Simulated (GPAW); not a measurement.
# Polarising Cl/Au(100) with a field along the normal

The dipole of the cell at several fields, atoms fixed. What does the strongest field give, and what length does the slope stand for?

**Method.** GPAW 26.7.0, plane waves (400 eV), PAW setups, PBE, 11×11 mesh, a dipole layer in the vacuum; geometry relaxed without an applied field with GPAW. The cell's area is 8.32 Å², and e/ε0 = 180.95 V Å.

What came out, but for one run:

```
field (V/Å)  dipole (e Å)
       −0.2       −0.1685
       −0.1       −0.1189
      −0.05       −0.0940
       0.05       −0.0444
        0.1       −0.0195
        0.2        0.0302
        0.3             ?
```

Q: What is the dipole at 0.3 V/Å?

**Working.** A line through the 6 points has the slope α = 0.497 e Å per V/Å and the intercept p₀ = −0.0692 e Å (r.m.s. residual 3.5e−05). At 0.3 V/Å it gives p = −0.0692 + 0.497 × 0.3 = 0.0798 e Å; the run gives 0.0800 e Å, so the response stays linear to 0.1 % of the induced part. Dividing by ε0 and the area: α/(ε0 A) = 0.497 × 180.95 / 8.32 = 10.80 Å, against 8.45 Å between the outer nuclei.

**Limits.** This is the electronic response alone; ions that move would add to it in polar layers. No run was spin-polarised, so magnetic states weren't tested. Spin-orbit coupling is left out, which matters for the heavier atoms here.

[Logs are printed without paths, hosts, clocks, repeated set-up lines and the standing remarks that a program may print on its own settings, such as how far it seeks lower states.]
